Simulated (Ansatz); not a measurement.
## SnWO4 (Pnna): band gap by G0W0 on LDA

Wanted: the gap of SnWO4 (Pnna) with a many-body correction, and the time that it takes.

Method: LDA, then G0W0 on it, plane waves, PAW, in Ansatz 0.2.0.

**1. The structure**

It takes space group Pnna (No. 52, orthorhombic). The conventional cell has a = 5.627 Å, b = 11.649 Å, c = 4.997 Å, α = 90.00°, β = 90.00°, γ = 90.00°. Sn has 4 O at 2.18 to 2.39 Å nearest. W has 6 O at 1.80 to 2.14 Å nearest. O has 2 W at 1.80 to 2.14 Å nearest. O has 1 W at 1.89 Å and 2 Sn at 2.18 to 2.39 Å nearest. Farther neighbours and most contacts between anions are not listed.

The cell and positions come from the Crystallography Open Database and are kept as given unless a step says otherwise. Spin-orbit coupling is left out unless a step names it. The default PAW set here is soft_2. Its files were made with PBE.

**2. Bands along the symmetry lines**

Levels along a band path and on the mesh show where this functional puts the band edges.

This step: DFT, LDA, plane waves, PAW.

The input, input.yaml:

```yaml
crystal:
  lattice:
    - [5.627, 0.0, 0.0]
    - [0.0, 11.6486, 0.0]
    - [0.0, 0.0, 4.9973]
  atoms:
    - { symbol: Sn, position: [0.25, 0.0, 0.2196] }
    - { symbol: Sn, position: [0.25, 0.5, 0.2804] }
    - { symbol: Sn, position: [0.75, 0.0, 0.7804] }
    - { symbol: Sn, position: [0.75, 0.5, 0.7196] }
    - { symbol: W, position: [0.6677, 0.25, 0.25] }
    - { symbol: W, position: [0.8323, 0.75, 0.25] }
    - { symbol: W, position: [0.3323, 0.75, 0.75] }
    - { symbol: W, position: [0.1677, 0.25, 0.75] }
    - { symbol: O, position: [0.3765, 0.2987, 0.9988] }
    - { symbol: O, position: [0.1235, 0.7013, 0.9988] }
    - { symbol: O, position: [0.3765, 0.2013, 0.5012] }
    - { symbol: O, position: [0.1235, 0.7987, 0.5012] }
    - { symbol: O, position: [0.6235, 0.7013, 0.0012] }
    - { symbol: O, position: [0.8765, 0.2987, 0.0012] }
    - { symbol: O, position: [0.6235, 0.7987, 0.4988] }
    - { symbol: O, position: [0.8765, 0.2013, 0.4988] }
    - { symbol: O, position: [0.1019, 0.3961, 0.6037] }
    - { symbol: O, position: [0.3981, 0.6039, 0.6037] }
    - { symbol: O, position: [0.1019, 0.1039, 0.8963] }
    - { symbol: O, position: [0.3981, 0.8961, 0.8963] }
    - { symbol: O, position: [0.8981, 0.6039, 0.3963] }
    - { symbol: O, position: [0.6019, 0.3961, 0.3963] }
    - { symbol: O, position: [0.8981, 0.8961, 0.1037] }
    - { symbol: O, position: [0.6019, 0.1039, 0.1037] }
kpoints:
  mp_grid: { grid: [4, 2, 6] }
  band_path:
    path:
      - [[0.0, 0.0, 0.0], [0.5, 0.0, 0.0], [0.5, 0.5, 0.0], [0.0, 0.5, 0.0], [0.0, 0.0, 0.0], [0.0, 0.0, 0.5], [0.5, 0.0, 0.5], [0.5, 0.5, 0.5], [0.0, 0.5, 0.5], [0.0, 0.0, 0.5]]
      - [[0.5, 0.0, 0.0], [0.5, 0.0, 0.5]]
      - [[0.0, 0.5, 0.0], [0.0, 0.5, 0.5]]
      - [[0.5, 0.5, 0.0], [0.5, 0.5, 0.5]]
    npoints: 10
hamiltonian:
  xc: lda
scf:
  occupations: { method: fermi_dirac, width: 0.02 }
  n_extra_bands: 12
output:
  eigenvalues: true
```

Command:

```bash
$ ansatz run input.yaml --threads 16 --pin off --max-ram 92160MiB --backend cuda --events-out ev --progress --plain --runs-dir out --devices 1 --max-vram 157GiB
```

Numbers of over 12 decimals in the logs are rounded to 6 here.

The program printed:

```text
scf.n_extra_bands = 12 over 104 filled bands (N_el = 208.0): the run solves 116 bands
GPUs: using 1 of 1 available (devices: 1).
Engine: ansatz 0.2.0, aarch64-unknown-linux-gnu
Pseudopotentials: kind: paw
Pseudopotential: Sn, paw, valence charge 14, recommended cutoff 420 eV (normal), Sn.paw.azcp
Pseudopotential: W, paw, valence charge 14, recommended cutoff 420 eV (normal), W.paw.azcp
Pseudopotential: O, paw, valence charge 6, recommended cutoff 420 eV (normal), O.paw.azcp
Functional definition: SPW92
  exchange = slater_x
  correlation = pw_c
concurrent solve slots: 12 of 16 are kept, ahead of what memory takes: no pass of the eigensolver takes more rounds on 12
device memory: the entry about to start is reckoned to put 14.9 GiB on a device that reports 182.5 GiB free (of which the cap on the GPU budget leaves the run 157.0 GiB)
GPU FFT provider: cuFFT
GPU libraries: cuBLAS 13.8.1, cuFFT 12.4.0, cuSOLVER 12.3.2
GPU matrix products: emulated (plane waves: as basis.precision tells), large ones in fixed point in workspaces of 1.00 GiB
Crystal: 24 atoms, lattice volume = 327.556 Å³
Basis set: ecut = 420 eV, 6429 PW (Γ)
Bands: 116, of which v1, the nominal top of the filled ones, is band 104 counted from 1 (103 counted from 0)
Symmetry: 8 space group operations
Space group: Pnna (ITA 52), of the structure as read, at distance tolerance 6.9e-5 Å
k-points: 24 of 48
Non-local potential: Sn, projectors of the file, l = 0: 2, l = 1: 2, l = 2: 2, l = 3: 2
Non-local potential: W, projectors of the file, l = 0: 3, l = 1: 2, l = 2: 2, l = 3: 1
Non-local potential: O, projectors of the file, l = 0: 2, l = 1: 2, l = 2: 1
PAW form: soft (Blöchl's): semilocal exchange-correlation on the pseudo side does not see the compensation charge
PAW frozen core: Sn, regenerated for the run's functional, and the local potential with it (the file was generated under x = pbe(κ = 0.804, μ = 0.219515), c = pbe(β = 0.066725))
PAW frozen core: W, regenerated for the run's functional, and the local potential with it (the file was generated under x = pbe(κ = 0.804, μ = 0.219515), c = pbe(β = 0.066725))
PAW frozen core: O, regenerated for the run's functional, and the local potential with it (the file was generated under x = pbe(κ = 0.804, μ = 0.219515), c = pbe(β = 0.066725))
PAW one-centre angular grid: Sn, 590 points (default); XC on 64 Gauss nodes
PAW one-centre angular grid: W, 590 points (default); XC on 64 Gauss nodes
PAW one-centre angular grid: O, 110 points (default); XC on 64 Gauss nodes
Initial density: superposition of atomic densities (neutral atoms: chi_scale 0, normalization atom), corrected by the library's trained network
Initial wavefunctions: pseudopotential atomic-orbital guess
GPU buffer pool allocated for 115200 grid points (all kernels)
GPU transforms: local potential and band sums: pruned to the plane-wave sphere, on 40×80×36
Functional: x = slater, c = lda
SCF iter   1: F=—  HF=-72927.611371 eV  |F-HF|=—  |Δ(HF+E_count)|=         —  Δρ=1.87e-2  dr2=1.06e0  ethr=1.77e-3  ⟨swp⟩=6.3  Hψ=10363  notcnv=0
preconditioner: auto → Resta (q_TF=auto, 2.529 Å⁻¹)  ε∞=5.6  [insulator: Δε(μ)=1.293 eV  Ē_g=12.660 eV  σ=0.020 eV  W_gap=1.00  n_scr=84 (ndim 8)  ℏωp=27.2 eV  f_vac=0.038  D(μ)=0.00/eV (n_scr^D=0)  ε∞_Penn≈5.6]
SCF iter   2: F=—  HF=-72927.401894 eV  |F-HF|=—  |Δ(HF+E_count)|=   2.09e-1  Δρ=7.08e-3  dr2=1.48e-1  ethr=5.08e-4  ⟨swp⟩=2.0  Hψ=4745  notcnv=0  defer=185
SCF iter   3: F=—  HF=-72927.374640 eV  |F-HF|=—  |Δ(HF+E_count)|=   2.73e-2  Δρ=2.63e-3  dr2=1.74e-2  ethr=7.14e-5  ⟨swp⟩=2.0  Hψ=3950  notcnv=0  defer=185
SCF iter   4: F=—  HF=-72927.370099 eV  |F-HF|=—  |Δ(HF+E_count)|=   4.54e-3  Δρ=4.29e-4  dr2=6.17e-4  ethr=8.38e-6  ⟨swp⟩=2.1  Hψ=4530  notcnv=0  defer=185
SCF iter   5: F=—  HF=-72927.368981 eV  |F-HF|=—  |Δ(HF+E_count)|=   1.12e-3  Δρ=1.80e-4  dr2=9.12e-5  ethr=2.97e-7  ⟨swp⟩=2.0  Hψ=3847  notcnv=0  defer=185
SCF iter   6: F=—  HF=-72927.369928 eV  |F-HF|=—  |Δ(HF+E_count)|=   9.46e-4  Δρ=1.04e-4  dr2=3.43e-5  ethr=4.39e-8  ⟨swp⟩=2.0  Hψ=4335  notcnv=0  defer=185
SCF iter   7: F=—  HF=-72927.369924 eV  |F-HF|=—  |Δ(HF+E_count)|=   3.69e-6  Δρ=3.49e-5  dr2=4.12e-6  ethr=1.65e-8  ⟨swp⟩=2.2  Hψ=3561  notcnv=0  defer=185
SCF iter   8: F=—  HF=-72927.369924 eV  |F-HF|=—  |Δ(HF+E_count)|=   2.67e-7  Δρ=9.55e-6  dr2=3.17e-7  ethr=1.98e-9  ⟨swp⟩=2.6  Hψ=4428  notcnv=0  defer=185
SCF iter   9: F=-72927.369924 eV  HF=-72927.369924 eV  |F-HF|=1.67e-9  |Δ(HF+E_count)|=   2.88e-9  Δρ=1.52e-6  dr2=1.05e-8  ethr=4.81e-11  ⟨swp⟩=9.1  Hψ=7541  notcnv=0
SCF 1 converged in 9 iterations: F = -72927.369924 eV  dr2 = 1.05e-8
  greatest PAW one-centre occupation: 1.000 electrons in one spin orbital (limit 2), on the W atom at site 7 (counted from 0), in its partial waves of l = 0
device memory: the entry about to start is reckoned to put 38.6 GiB on a device that reports 182.5 GiB free (of which the cap on the GPU budget leaves the run 157.0 GiB)
NSCF: frozen V_eff on 124 k-points, pencils in batches of 32, up to order 512
SCF converged after 9 iterations
Free energy (F): -72927.369924 eV
Harris-Foulkes:  -72927.369924 eV  (|F-HF|=1.67e-9)
Internal energy: -72927.369924 eV  (E = F + TS)
E sigma→0 (E₀):  -72927.369924 eV
Fermi energy:    9.371888 eV
--- Per-component energies (eV) ---
  E_band       = -1512.437359
  E_kinetic    = 5310.387578
  E_local      = -14074.182140  (includes V_loc(G=0)·N_el)
  E_nonlocal   = 700.967642
  E_hartree    = 5939.893133
  E_xc         = -3724.708017
  E_vxc        = -2825.367827  (∫ρ·V_xc dr)
  E_paw        = -51555.769040  (= ΣΔE_a)
  E_vpaw       = -2504.071183  (= ΣTr[D̂ρ^β])
  E_aug_tail   = 0.039711  (compensation charges beyond the density's cutoff)
  E_ewald      = -15528.381739
  E_core_change = 4.382948  (= ΣΔE_core)
  E_smearing   = -0.000000  (= −TS)
  E_closure    = 0.000000  (closes the sum)
  Σ components = -72927.369924   (vs F -72927.369924, Δ=0.00e0)
--- Band table (eV; the first three rows and the last of 24) ---
  k-point 0: bands = [... 100 lower, 7.4064, 8.1929, 8.5224, 8.5892, 10.0458, 10.0850, 10.8721, 10.9429, ... 8 higher]
  k-point 1: bands = [... 100 lower, 7.4950, 8.0538, 8.5685, 8.6415, 10.1000, 10.1341, 10.8604, 11.0243, ... 8 higher]
  k-point 2: bands = [... 100 lower, 7.8496, 7.9127, 8.4315, 8.6805, 10.4002, 10.4376, 10.8487, 11.0905, ... 8 higher]
  k-point 23: bands = [... 100 lower, 8.1100, 8.1100, 8.4462, 8.4462, 10.6027, 10.6027, 10.9230, 10.9230, ... 8 higher]
```

Run time: 2.9 s. Hardware: 1 × NVIDIA GB200 with 16 threads of Arm Neoverse V2, shared host; peak memory 1.4 GiB.

Reading the cycles: dr2 is the Hartree energy of the density residual (eV), the measure of convergence; HF is the Harris–Foulkes estimate of the energy, which meets the free energy F at convergence.

Numbers from this step:

| Item | Value |
| --- | --- |
| filled bands | 104 |
| gap | 1.350 eV |
| valence top at | k = (0.000, 0.000, 0.300) |
| conduction bottom at | Γ |
| least direct gap | 1.416 eV |

Over mesh and path the gap is 1.350 eV, from k = (0.000, 0.000, 0.300) to k = Γ. The least direct gap found is 1.416 eV, at k = (0.000, 0.500, 0.100). On the 4×2×6 mesh alone the same run gives 1.365 eV, so that mesh misses an edge of LDA: 1.365 − 1.350 = +0.015 eV.

The electronic bands at the labelled points (eV, zero at the top of the highest nominally filled band):

| point | band 101 | band 102 | band 103 | band 104 | band 105 | band 106 | band 107 | band 108 |
| --- | --- | --- | --- | --- | --- | --- | --- | --- |
| Γ | -1.29 | -0.50 | -0.17 | -0.11 | 1.35 | 1.39 | 2.18 | 2.25 |
| halfway | -1.06 | -0.62 | -0.30 | -0.14 | 1.62 | 1.73 | 2.02 | 2.39 |
| X | -0.63 | -0.63 | -0.57 | -0.57 | 2.15 | 2.15 | 2.40 | 2.40 |
| halfway | -0.66 | -0.66 | -0.61 | -0.61 | 2.22 | 2.22 | 2.40 | 2.40 |
| S | -0.66 | -0.66 | -0.66 | -0.66 | 2.35 | 2.35 | 2.35 | 2.35 |
| halfway | -0.89 | -0.89 | -0.21 | -0.21 | 1.69 | 1.69 | 2.19 | 2.19 |
| Y | -0.88 | -0.88 | -0.05 | -0.05 | 1.37 | 1.37 | 2.13 | 2.13 |
| halfway | -1.16 | -0.61 | -0.12 | -0.08 | 1.36 | 1.38 | 2.15 | 2.20 |
| Γ | -1.29 | -0.50 | -0.17 | -0.11 | 1.35 | 1.39 | 2.18 | 2.25 |
| halfway | -1.07 | -0.74 | -0.17 | 0.00 | 1.52 | 1.55 | 2.15 | 2.39 |
| Z | -0.60 | -0.60 | -0.31 | -0.31 | 2.08 | 2.08 | 2.24 | 2.24 |
| halfway | -0.59 | -0.59 | -0.21 | -0.21 | 1.95 | 1.95 | 2.21 | 2.21 |
| U | -0.57 | -0.57 | -0.12 | -0.12 | 1.88 | 1.88 | 2.27 | 2.27 |
| halfway | -0.70 | -0.38 | -0.31 | -0.15 | 1.83 | 2.04 | 2.09 | 2.32 |
| R | -0.59 | -0.59 | -0.25 | -0.25 | 1.91 | 1.91 | 2.23 | 2.23 |
| halfway | -0.55 | -0.55 | -0.33 | -0.33 | 1.97 | 1.97 | 2.22 | 2.22 |
| T | -0.49 | -0.49 | -0.49 | -0.49 | 2.13 | 2.13 | 2.24 | 2.24 |
| halfway | -0.57 | -0.57 | -0.37 | -0.37 | 2.11 | 2.11 | 2.23 | 2.23 |
| Z | -0.60 | -0.60 | -0.31 | -0.31 | 2.08 | 2.08 | 2.24 | 2.24 |
| jump to X | -0.63 | -0.63 | -0.57 | -0.57 | 2.15 | 2.15 | 2.40 | 2.40 |
| halfway | -0.66 | -0.66 | -0.24 | -0.24 | 1.93 | 1.93 | 2.38 | 2.38 |
| U | -0.57 | -0.57 | -0.12 | -0.12 | 1.88 | 1.88 | 2.27 | 2.27 |
| jump to Y | -0.88 | -0.88 | -0.05 | -0.05 | 1.37 | 1.37 | 2.13 | 2.13 |
| halfway | -0.88 | -0.88 | -0.04 | -0.04 | 1.52 | 1.52 | 2.23 | 2.23 |
| T | -0.49 | -0.49 | -0.49 | -0.49 | 2.13 | 2.13 | 2.24 | 2.24 |
| jump to S | -0.66 | -0.66 | -0.66 | -0.66 | 2.35 | 2.35 | 2.35 | 2.35 |

(Continued in part 2 of 2.)

[Paths, hosts, dates, memory and timing lines, banners, echoed tables and standing remarks are left out of the program output.]

[Logs are printed without paths, hosts, clocks, repeated set-up lines and the standing remarks that a program may print on its own settings, such as how far it seeks lower states.]

[Runs of the session that timed out or met a known fault of the program may be left out.]

[Cells called generated may have been cut or substituted from an entry of the Crystallography Open Database or the Materials Project.]

[Hosts, paths, dates, database ids (printed as entryN), source tags and the programs' standing remarks are cut or masked in the printed files.]

[Where an RPA ε∞ is given, it is that of the G0W0 mesh and is not shown converged in it. Names of k-points follow the symmetry that the program found, which can be lower than the space group named. Band edges on a path are those of the sampled points; other points can move an edge, and change direct to indirect where valleys lie close.]

[Hybrid gaps are those of their k-mesh and are not shown converged in it.]
